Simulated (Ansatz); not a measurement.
# BiSb (model cell, started as wurtzite): a soft mode frozen in, part 2 of 3

Which phase does BiSb (model cell, started as wurtzite) fall into along its unstable mode, and how much energy does it gain?

Ansatz 0.2.0; DFT PBEsol, scalar-relativistic, plane waves, PAW.

So far. Step 4 (The mode frozen in, largest atomic shift 0.14 Å): The run ends at a pressure of -0.11 GPa, with forces up to 0.024 eV/Å. Step 5 (Energy along the mode, all amplitudes (two of the runs …): The lowest of the steps tried is at 0.14 Å, 0.227 meV/atom below the parent; the bottom of the well need not coincide with a step.

The structure was built from a prototype and need not be the compound's stable phase.

## Step 6: Relaxing from the distorted cell

Starting from the lowest point found, all atoms and the cell are let go, so that strain and other modes of the same symmetry can join in.

input.yaml

```yaml
crystal:
  lattice:
    - [5.2973098133, 0.0, 0.0]
    - [-2.6486549066, 4.58760487, 0.0]
    - [0.0, 0.0, 6.6017445695]
  atoms:
    - { symbol: Sb, position: [0.3180748266, 0.6361496531, 0.9631776788] }
    - { symbol: Sb, position: [0.6819251734, 0.3638503469, 0.4631776788] }
    - { symbol: Bi, position: [0.3480069481, 0.6960138962, 0.4118223212] }
    - { symbol: Bi, position: [0.6519930519, 0.3039861038, 0.9118223212] }
kpoints:
  mp_grid: { grid: [10, 10, 6] }
hamiltonian:
  xc: pbesol
scf:
  occupations: { method: methfessel_paxton, width: 0.15 }
output:
  forces: true
  stress: true
  eigenvalues: true
relax:
  adjacent_minimum: "off"
  f_tol: 0.002
  max_steps: 120
  cell: { stress_tol: 0.03 }
```

Run with:

```
> ansatz run input.yaml --threads 4 --pin off --max-ram 7168MiB --backend cpu --events-out ev --progress --plain --runs-dir out
```

Numbers of over 12 decimals in the logs are rounded to 6 here.

The program printed:

```text
[...]
Crystal: 4 atoms, lattice volume = 160.435 Å³
Basis set: ecut = 420 eV, 3089 PW (Γ), exchange–correlation on 72×72×90 points (8 copies of the dense FFT grid, shifted against one another)
Bands: 36, of which v1, the nominal top of the filled ones, is band 30 counted from 1 (29 counted from 0)
Symmetry: 4 space group operations
[...]
k-points: 124 of 600 (time reversal used)
[...]
SCF iter   1: F=—  HF=-37299.528099 eV  |F-HF|=—  |Δ(HF+E_count)|=         —  Δρ=2.16e-3  dr2=5.54e-3  ethr=1.77e-3  ⟨swp⟩=6.5  Hψ=18517  notcnv=0
[...]
SCF iter   6: F=-37299.525242 eV  HF=-37299.525242 eV  |F-HF|=6.53e-9  |Δ(HF+E_count)|=   8.00e-8  S|Δr|=    0.00e0  Δρ=4.64e-6  dr2=3.56e-8  ethr=1.67e-10  ⟨swp⟩=8.9  Hψ=22309  notcnv=0
SCF 1 converged in 6 iterations: F = -37299.525242 eV  dr2 = 3.56e-8
[...]
relax step   1: F+E_penalty+E_count = -37299.52524196 eV  Δ(F+E_penalty+E_count) = +0.000e0 eV  max|allowed force component| = 2.354e-2 eV/Å  Δτ_max = 0.0000 Å  P = -0.114 GPa  Ω = 160.435 Å³  (6 SCF iters, dr2 threshold 1.00e-7 eV, accepted)
Crystal: 4 atoms, lattice volume = 159.738 Å³
Basis set: ecut = 420 eV, 3087 PW (Γ), exchange–correlation on 72×72×90 points (8 copies of the dense FFT grid, shifted against one another)
[...]
iter 1 solved again at ethr=2.10e-7 eV; its pass at ethr=3.10e-3 eV (dr2=1.26e-4 eV) is discarded
[...]
SCF iter   4: F=-37299.525865 eV  HF=-37299.525865 eV  |F-HF|=3.78e-10  |Δ(HF+E_count)|=   9.08e-7  S|Δr|=    0.00e0  Δρ=4.06e-6  dr2=3.57e-8  ethr=5.53e-10  ⟨swp⟩=5.1  Hψ=22892  notcnv=0
SCF 2 converged in 4 iterations: F = -37299.525865 eV  dr2 = 3.57e-8
relax step   2: F+E_penalty+E_count = -37299.52586484 eV  Δ(F+E_penalty+E_count) = -6.229e-4 eV  max|allowed force component| = 3.277e-2 eV/Å  Δτ_max = 0.0024 Å  P = +0.055 GPa  Ω = 159.738 Å³  energy of the carried Pulay correction = +1.035e-4 eV  (4 SCF iters, dr2 threshold 3.32e-7 eV, accepted)
Crystal: 4 atoms, lattice volume = 159.859 Å³
[...]
SCF iter   4: F=-37299.526100 eV  HF=-37299.526100 eV  |F-HF|=1.77e-8  |Δ(HF+E_count)|=   1.37e-7  S|Δr|=    0.00e0  Δρ=2.71e-6  dr2=2.15e-8  ethr=1.12e-10  ⟨swp⟩=4.6  Hψ=20471  notcnv=0
SCF 3 converged in 4 iterations: F = -37299.526100 eV  dr2 = 2.15e-8
relax step   3: F+E_penalty+E_count = -37299.52609976 eV  Δ(F+E_penalty+E_count) = -2.349e-4 eV  max|allowed force component| = 1.011e-2 eV/Å  Δτ_max = 0.0025 Å  P = -0.003 GPa  Ω = 159.859 Å³  energy of the carried Pulay correction = +8.557e-5 eV  (4 SCF iters, dr2 threshold 6.71e-8 eV, accepted)
[... from here on, the SCF cycles and remarks between the steps are left out ...]
relax step   4: F+E_penalty+E_count = -37299.52625935 eV  Δ(F+E_penalty+E_count) = -1.596e-4 eV  max|allowed force component| = 2.189e-3 eV/Å  Δτ_max = 0.0067 Å  P = -0.016 GPa  Ω = 159.751 Å³  energy of the carried Pulay correction = +1.016e-4 eV  (5 SCF iters, dr2 threshold 6.39e-9 eV, accepted)
relax step   5: F+E_penalty+E_count = -37299.52783172 eV  Δ(F+E_penalty+E_count) = -1.572e-3 eV  max|allowed force component| = 8.401e-3 eV/Å  Δτ_max = 0.0238 Å  P = -0.007 GPa  Ω = 159.194 Å³  energy of the carried Pulay correction = +1.847e-4 eV  (6 SCF iters, dr2 threshold 4.89e-9 eV, accepted)
relax step   6: F+E_penalty+E_count = -37299.52909701 eV  Δ(F+E_penalty+E_count) = -1.265e-3 eV  max|allowed force component| = 3.621e-2 eV/Å  Δτ_max = 0.0436 Å  P = -0.060 GPa  Ω = 158.604 Å³  energy of the carried Pulay correction = +2.729e-4 eV  (6 SCF iters, dr2 threshold 3.81e-8 eV, accepted)
relax step   7: F+E_penalty+E_count = -37299.53952151 eV  Δ(F+E_penalty+E_count) = -1.042e-2 eV  max|allowed force component| = 1.028e-1 eV/Å  Δτ_max = 0.1633 Å  P = -0.278 GPa  Ω = 155.530 Å³  energy of the carried Pulay correction = +7.380e-4 eV  (6 SCF iters, dr2 threshold 8.67e-8 eV, accepted)
relax step   8: F+E_penalty+E_count = -37299.57409764 eV  Δ(F+E_penalty+E_count) = -3.458e-2 eV  max|allowed force component| = 1.292e-1 eV/Å  Δτ_max = 0.1153 Å  P = -0.405 GPa  Ω = 151.828 Å³  energy of the carried Pulay correction = +1.310e-3 eV  (6 SCF iters, dr2 threshold 4.00e-7 eV, accepted)
relax step   9: F+E_penalty+E_count = -37299.64904073 eV  Δ(F+E_penalty+E_count) = -7.494e-2 eV  max|allowed force component| = 2.028e-1 eV/Å  Δτ_max = 0.1116 Å  P = -0.630 GPa  Ω = 147.278 Å³  energy of the carried Pulay correction = +2.033e-3 eV  (6 SCF iters, dr2 threshold 4.00e-7 eV, accepted)
relax step  10: F+E_penalty+E_count = -37299.77017815 eV  Δ(F+E_penalty+E_count) = -1.211e-1 eV  max|allowed force component| = 2.488e-1 eV/Å  Δτ_max = 0.1019 Å  P = -0.790 GPa  Ω = 141.612 Å³  energy of the carried Pulay correction = +2.963e-3 eV  (6 SCF iters, dr2 threshold 4.00e-7 eV, accepted)
relax step  11: F+E_penalty+E_count = -37299.91964702 eV  Δ(F+E_penalty+E_count) = -1.495e-1 eV  max|allowed force component| = 3.470e-1 eV/Å  Δτ_max = 0.1190 Å  P = -0.752 GPa  Ω = 134.786 Å³  energy of the carried Pulay correction = +4.131e-3 eV  (5 SCF iters, dr2 threshold 4.00e-7 eV, accepted)
relax step  12: F+E_penalty+E_count = -37300.06822000 eV  Δ(F+E_penalty+E_count) = -1.486e-1 eV  max|allowed force component| = 2.439e-1 eV/Å  Δτ_max = 0.1901 Å  P = +0.570 GPa  Ω = 127.197 Å³  energy of the carried Pulay correction = +5.495e-3 eV  (6 SCF iters, dr2 threshold 4.00e-7 eV, accepted)
relax step  13: F+E_penalty+E_count = -37299.95914515 eV  Δ(F+E_penalty+E_count) = +1.091e-1 eV  max|allowed force component| = 1.284e-1 eV/Å  Δτ_max = 0.1932 Å  P = +1.261 GPa  Ω = 123.754 Å³  energy of the carried Pulay correction = +6.138e-3 eV  (6 SCF iters, dr2 threshold 4.00e-7 eV, rejected (line search))
relax step  14: F+E_penalty+E_count = -37300.07718024 eV  Δ(F+E_penalty+E_count) = -8.960e-3 eV  max|allowed force component| = 6.847e-2 eV/Å  Δτ_max = 0.0944 Å  P = -0.953 GPa  Ω = 129.705 Å³  energy of the carried Pulay correction = +5.036e-3 eV  (10 SCF iters, accepted)
relax step  15: F+E_penalty+E_count = -37300.11004404 eV  Δ(F+E_penalty+E_count) = -3.286e-2 eV  max|allowed force component| = 5.655e-2 eV/Å  Δτ_max = 0.0959 Å  P = -0.218 GPa  Ω = 127.876 Å³  energy of the carried Pulay correction = +5.370e-3 eV  (5 SCF iters, dr2 threshold 4.00e-7 eV, accepted)
relax step  16: F+E_penalty+E_count = -37300.11981829 eV  Δ(F+E_penalty+E_count) = -9.774e-3 eV  max|allowed force component| = 7.018e-2 eV/Å  Δτ_max = 0.1500 Å  P = +0.245 GPa  Ω = 126.396 Å³  energy of the carried Pulay correction = +5.643e-3 eV  (6 SCF iters, dr2 threshold 4.00e-7 eV, accepted)
relax step  17: F+E_penalty+E_count = -37300.12664450 eV  Δ(F+E_penalty+E_count) = -6.826e-3 eV  max|allowed force component| = 2.147e-2 eV/Å  Δτ_max = 0.1202 Å  P = -0.063 GPa  Ω = 127.280 Å³  energy of the carried Pulay correction = +5.480e-3 eV  (5 SCF iters, dr2 threshold 4.00e-7 eV, accepted)
relax step  18: F+E_penalty+E_count = -37300.12792925 eV  Δ(F+E_penalty+E_count) = -1.285e-3 eV  max|allowed force component| = 4.422e-3 eV/Å  Δτ_max = 0.0823 Å  P = +0.025 GPa  Ω = 127.175 Å³  energy of the carried Pulay correction = +5.499e-3 eV  (6 SCF iters, dr2 threshold 4.61e-8 eV, accepted)
relax step  19: F+E_penalty+E_count = -37300.12801553 eV  Δ(F+E_penalty+E_count) = -8.629e-5 eV  max|allowed force component| = 4.130e-3 eV/Å  Δτ_max = 0.0105 Å  P = +0.021 GPa  Ω = 127.203 Å³  energy of the carried Pulay correction = +5.494e-3 eV  (4 SCF iters, dr2 threshold 6.88e-8 eV, accepted)
relax step  20: F+E_penalty+E_count = -37300.12801685 eV  Δ(F+E_penalty+E_count) = -1.313e-6 eV  max|allowed force component| = 2.156e-3 eV/Å  Δτ_max = 0.0047 Å  P = -0.006 GPa  Ω = 127.249 Å³  energy of the carried Pulay correction = +5.486e-3 eV  (4 SCF iters, dr2 threshold 6.02e-9 eV, accepted)
relax step  21: F+E_penalty+E_count = -37300.12802012 eV  Δ(F+E_penalty+E_count) = -3.273e-6 eV  max|allowed force component| = 1.553e-4 eV/Å  Δτ_max = 0.0021 Å  P = +0.000 GPa  Ω = 127.241 Å³  energy of the carried Pulay correction = +5.487e-3 eV  (5 SCF iters, dr2 threshold 2.91e-10 eV, accepted)
relax step  22: F+E_penalty+E_count = -37300.14627811 eV  Δ(F+E_penalty+E_count) = -1.826e-2 eV  max|allowed force component| = 6.999e-4 eV/Å  Δτ_max = 0.0000 Å  P = +0.306 GPa  Ω = 127.241 Å³  stress off target by 8.88e-1 GPa  SCF on the basis re-selected at this cell (its energy is not comparable with the rows above)  (7 SCF iters)
relax step  23: F+E_penalty+E_count = -37300.14802754 eV  Δ(F+E_penalty+E_count) = -1.749e-3 eV  max|allowed force component| = 2.091e-3 eV/Å  Δτ_max = 0.0069 Å  P = -0.040 GPa  Ω = 128.000 Å³  energy of the carried Pulay correction = -1.423e-4 eV  (4 SCF iters, dr2 threshold 4.00e-7 eV, accepted)
relax step  24: F+E_penalty+E_count = -37300.14806638 eV  Δ(F+E_penalty+E_count) = -3.884e-5 eV  max|allowed force component| = 5.417e-4 eV/Å  Δτ_max = 0.0035 Å  P = -0.000 GPa  Ω = 127.915 Å³  energy of the carried Pulay correction = -1.265e-4 eV  (4 SCF iters, dr2 threshold 9.74e-9 eV, accepted)
relax step  25: F+E_penalty+E_count = -37300.14806841 eV  Δ(F+E_penalty+E_count) = -2.027e-6 eV  max|allowed force component| = 2.351e-4 eV/Å  Δτ_max = 0.0028 Å  P = +0.002 GPa  Ω = 127.913 Å³  energy of the carried Pulay correction = -1.260e-4 eV  (6 SCF iters, accepted)
[...]
SCF iter   1: F=—  HF=-37300.148186 eV  |F-HF|=—  |Δ(HF+E_count)|=         —  Δρ=3.36e-5  dr2=4.37e-8  ethr=3.59e-7  ⟨swp⟩=3.4  Hψ=30487  notcnv=0
eigensolver tolerance schedule: the retry pair's looser diagonalisation over-reported the residual by 4928.39 of it (diagonalisation noise at 1.33 of the residual, at the tolerance the schedule requests for it); recorded, not acted on — ethr = c·dr2/N_el stays at c = 1.0e-1
SCF iter   2: F=—  HF=-37300.148193 eV  |F-HF|=—  |Δ(HF+E_count)|=   7.07e-6  S|Δr|=    0.00e0  Δρ=1.69e-5  dr2=1.02e-8  ethr=7.28e-11  ⟨swp⟩=3.2  Hψ=11666  notcnv=0
[...]
SCF iter   5: F=-37300.148194 eV  HF=-37300.148194 eV  |F-HF|=0.00e0  |Δ(HF+E_count)|=  1.46e-11  S|Δr|=    0.00e0  Δρ=4.92e-8  dr2=1.57e-12  ethr=1.00e-12  ⟨swp⟩=7.9  Hψ=23410  notcnv=0
SCF 26 converged in 5 iterations: F = -37300.148194 eV  dr2 = 1.57e-12
relax step  26: F+E_penalty+E_count = -37300.14819401 eV  Δ(F+E_penalty+E_count) = -1.256e-4 eV  max|allowed force component| = 2.309e-4 eV/Å  Δτ_max = 0.0000 Å  P = +0.001 GPa  Ω = 127.913 Å³  stress off target by 1.79e-3 GPa  SCF on the basis re-selected at this cell (its energy is not comparable with the rows above)  (5 SCF iters)
[...]
SCF converged after 5 iterations
[...]
Free energy (F): -37300.148194 eV
[...]
Internal energy: -37300.148808 eV  (E = F + TS)
E sigma→0 (E₀):  -37300.148347 eV
Entropy (-TS):   0.000614 eV (0.153 meV/atom)
Fermi energy:    9.968361 eV
Step filling:    the computed levels leave a gap of 0.0213 eV = 0.1 smearing widths at the electron count; against every level under it full and every level over it empty, smearing changes F+E_penalty+E_count by -0.513 meV and its σ→0 estimate by -0.666 meV
[...]
--- Forces (eV/Å), atoms counted from 1 ---
  atom   1  Sb     0.00000000     0.00008749    -0.00023087
  atom   2  Sb    -0.00000000    -0.00008749    -0.00023087
  atom   3  Bi     0.00000000     0.00017342     0.00023085
  atom   4  Bi    -0.00000000    -0.00017342     0.00023085
  max |Σ_I F_I| component: 3.27e-8 eV/Å
--- Stress (GPa, compression-positive) ---
        0.000513       0.000000       0.000000
        0.000000       0.000751       0.000000
        0.000000       0.000000       0.001787
  P = ⅓ Tr σ = 0.0010 GPa (0.010 kbar)
--- Band table (eV; the first three rows and the last of 124) ---
  k-point 0: bands = [... 26 lower, 6.6422, 8.4361, 8.4361, 8.4529, 12.4007, 12.9091, 12.9091, 12.9099, ... 2 higher]
  k-point 1: bands = [... 26 lower, 6.7312, 8.2622, 8.2622, 8.9106, 11.8685, 12.4874, 13.0690, 13.0691, ... 2 higher]
  k-point 2: bands = [... 26 lower, 6.9890, 7.8499, 7.8499, 9.3439, 10.8530, 12.7471, 13.4666, 13.4667, ... 2 higher]
  k-point 123: bands = [... 26 lower, 8.4676, 8.4676, 8.8665, 8.8665, 10.9742, 10.9742, 11.1685, 11.1685, ... 2 higher]
--- Relaxed structure (24 steps of the walk, 23 accepted, 2 SCFs on fresh bases) ---
  F+E_penalty+E_count = -37300.14819401 eV   max|allowed force component| = 2.309e-4 eV/Å   (the final SCF, on the basis selected at the relaxed cell)
  cell:  # Å, volume = 127.9128 Å³
    - [6.296170, -3.431076283604169e-11, 0]
    - [-3.148085, 3.148080, 8.563021459633277e-17]
    - [0, 1.2322526028649424e-16, 6.453449]
  atoms:
    - { symbol: Sb, position: [0.250035, 0.500070, 0.959974] }
    - { symbol: Sb, position: [0.749965, 0.499930, 0.459974] }
    - { symbol: Bi, position: [0.249939, 0.499878, 0.415026] }
    - { symbol: Bi, position: [0.750061, 0.500122, 0.915026] }
```

Elapsed: 7.1 min, on 4 threads of Arm Neoverse V2, shared host; peak memory 0.85 GiB.

Relaxation path (22 of 26):

| step | energy less that of the first step (eV) | largest force component (eV/Å) | pressure (GPa) | volume (Å³) |
| --- | --- | --- | --- | --- |
| 1 | 0.0000 | 0.0235 | -0.11 | 160.44 |
| 2 | -0.0006 | 0.0328 | 0.06 | 159.74 |
| 3 | -0.0009 | 0.0101 | 0.00 | 159.86 |
| 5 | -0.0026 | 0.0084 | -0.01 | 159.19 |
| 6 | -0.0039 | 0.0362 | -0.06 | 158.60 |
| 7 | -0.0143 | 0.1028 | -0.28 | 155.53 |
| 8 | -0.0489 | 0.1292 | -0.41 | 151.83 |
| 9 | -0.1238 | 0.2028 | -0.63 | 147.28 |
| 11 | -0.3944 | 0.3470 | -0.75 | 134.79 |
| 12 | -0.5430 | 0.2439 | 0.57 | 127.20 |
| 13 | -0.4339 | 0.1284 | 1.26 | 123.75 |
| 14 | -0.5519 | 0.0685 | -0.95 | 129.71 |
| 15 | -0.5848 | 0.0565 | -0.22 | 127.88 |
| 16 | -0.5946 | 0.0702 | 0.24 | 126.40 |
| 18 | -0.6027 | 0.0044 | 0.02 | 127.17 |
| 19 | -0.6028 | 0.0041 | 0.02 | 127.20 |
| 20 | -0.6028 | 0.0022 | -0.01 | 127.25 |
| 21 | -0.6028 | 0.0002 | 0.00 | 127.24 |
| 22* | -0.6210 | 0.0007 | 0.31 | 127.24 |
| 24 | -0.6228 | 0.0005 | 0.00 | 127.92 |
| 25 | -0.6228 | 0.0002 | 0.00 | 127.91 |
| 26* | -0.6230 | 0.0002 | 0.00 | 127.91 |

Relaxation steps marked * repeat the geometry before them on a plane-wave basis chosen anew for their cell, so energy and pressure can jump there. Other such steps can lie between the rows shown. Relaxation step 13 was tried and not accepted.

The run keeps the 4 symmetry operations that it works with, so distortions that break them were not tested.

| cell as run | before | after | change |
| --- | --- | --- | --- |
| a (Å) | 5.297 | 6.296 | +18.9 % |
| b (Å) | 5.297 | 4.452 | -16.0 % |
| c (Å) | 6.602 | 6.453 | -2.2 % |
| γ (°) | 120.00 | 135.00 | +12.5 % |
| volume (Å³/atom) | 40.11 | 31.98 | -20.3 % |

The atoms that moved most (Å, as changes of fractional coordinates times the final cell):

| atom | dx | dy | dz | length |
| --- | --- | --- | --- | --- |
| Bi4 | 0.000 | 0.617 | 0.021 | 0.618 |
| Bi3 | 0.000 | -0.617 | 0.021 | 0.618 |
| Sb1 | 0.000 | -0.428 | -0.021 | 0.429 |
| Sb2 | 0.000 | 0.428 | -0.021 | 0.429 |

The relaxed structure:

```xyz
4
Lattice="6.2962 0.0000 0.0000 -3.1481 3.1481 0.0000 0.0000 0.0000 6.4534" Properties=species:S:1:pos:R:3 pbc="T T T"
Sb    0.0000    1.5743    6.1951
Sb    3.1481    1.5738    2.9684
Bi    0.0000    1.5737    2.6783
Bi    3.1481    1.5744    5.9051
```

Numbers from this step:

* pressure: 0.001017 GPa
* volume per atom: 31.98 Å³

The distorted start has space group Cmc2_1; the relaxation ends in I4mm.

## Step 7: The new phase in its own primitive cell

The relaxed structure is symmetrised, reduced to its primitive cell and relaxed tightly, as its phonons need.

System of this step: BiSb (model cell, started as wurtzite). It takes space group I4mm (No. 107, tetragonal). The conventional cell has a = 4.452 Å, b = 4.452 Å, c = 6.453 Å, α = 90.00°, β = 90.00°, γ = 90.00°. Sb has 5 Bi at 2.94 to 3.16 Å nearest. Nearest to Bi lie 5 Sb at 2.94 to 3.16 Å. Farther neighbours are not listed.

input.yaml, the sections that differ from step 6:

```yaml
crystal:
  lattice:
    - [-2.2260303875, 2.2260303875, 3.2267244187]
    - [2.2260303875, -2.2260303875, 3.2267244187]
    - [2.2260303875, 2.2260303875, -3.2267244187]
  atoms:
    - { symbol: Sb, position: [0.7099741775, 0.7099741775, 0.0] }
    - { symbol: Bi, position: [0.1650258225, 0.1650258225, 0.0] }
kpoints:
  mp_grid: { grid: [12, 12, 12] }
relax:
  adjacent_minimum: "off"
  f_tol: 0.001
  max_steps: 60
  cell: { stress_tol: 0.01 }
# hamiltonian, scf, output: as in step 6
```

The program printed:

```text
[...]
Crystal: 2 atoms, lattice volume = 63.956 Å³
Basis set: ecut = 420 eV, 1243 PW (Γ), exchange–correlation on 64×64×64 points (8 copies of the dense FFT grid, shifted against one another)
Bands: 19, of which v1, the nominal top of the filled ones, is band 15 counted from 1 (14 counted from 0)
Symmetry: 8 space group operations
[...]
k-points: 163 of 1728 (time reversal used)
[...]
k-point 162: bands = [... 11 lower, 1.6703, 5.0155, 6.6580, 6.6580, 12.4183, 15.2105, 15.2105, 17.0434]
--- Relaxed structure (4 steps of the walk, 4 accepted, 1 SCFs on fresh bases) ---
[...]
cell:  # Å, volume = 63.8557 Å³
    - [-2.225471, 2.225471, 3.223263]
    - [2.225471, -2.225471, 3.223263]
    - [2.225471, 2.225471, -3.223263]
  atoms:
    - { symbol: Sb, position: [0.709293, 0.709293, 0] }
    - { symbol: Bi, position: [0.165707, 0.165707, 0] }
[key lines of the parts left out:]
SCF converged after 6 iterations
Free energy (F): -18650.077133 eV
Fermi energy:    10.033879 eV
P = ⅓ Tr σ = -0.0004 GPa (-0.004 kbar)
```

Wall time 26 s (4 threads); peak memory 0.55 GiB.

Relaxation path:

| step | energy less that of the first step (eV) | largest force component (eV/Å) | pressure (GPa) | volume (Å³) |
| --- | --- | --- | --- | --- |
| 1 | 0.0000 | 0.0229 | -0.01 | 63.96 |
| 2 | -0.0001 | 0.0053 | -0.03 | 63.90 |
| 3 | -0.0001 | 0.0003 | 0.00 | 63.87 |
| 4 | -0.0001 | 0.0004 | 0.00 | 63.86 |
| 5* | -0.0001 | 0.0004 | 0.00 | 63.86 |

Relaxation steps marked * repeat the geometry before them on a plane-wave basis chosen anew for their cell, so energy and pressure can jump there.

Forces are held to the 8 operations that the run works with; a distortion that breaks them can't arise in this run.

| conventional cell, symmetrised | before | after | change |
| --- | --- | --- | --- |
| a (Å) | 4.452 | 4.451 | -0.0 % |
| b (Å) | 4.452 | 4.451 | -0.0 % |
| c (Å) | 6.453 | 6.447 | -0.1 % |
| volume (Å³/atom) | 31.98 | 31.93 | -0.2 % |

Final coordinates:

```xyz
2
Lattice="-2.2255 2.2255 3.2233 2.2255 -2.2255 3.2233 2.2255 2.2255 -3.2233" Properties=species:S:1:pos:R:3 pbc="T T T"
Sb    0.0000    0.0000    4.5725
Bi    0.0000    0.0000    1.0682
```

Numbers from this step:

```
pressure        : -4.00e-4 GPa
volume per atom : 31.93 Å³
```

The largest force component left is 0.37 meV/Å and the pressure is 0.000 GPa, within the tolerances set. The cell now holds 31.93 Å³/atom.

(Part 2 of 3 ends here.)

[Logs are printed without paths, hosts, clocks, repeated set-up lines and the standing remarks that a program may print on its own settings, such as how far it seeks lower states.]

[Hosts, paths, dates, database ids (printed as entryN), source tags and the programs' standing remarks are cut or masked in the printed files.]
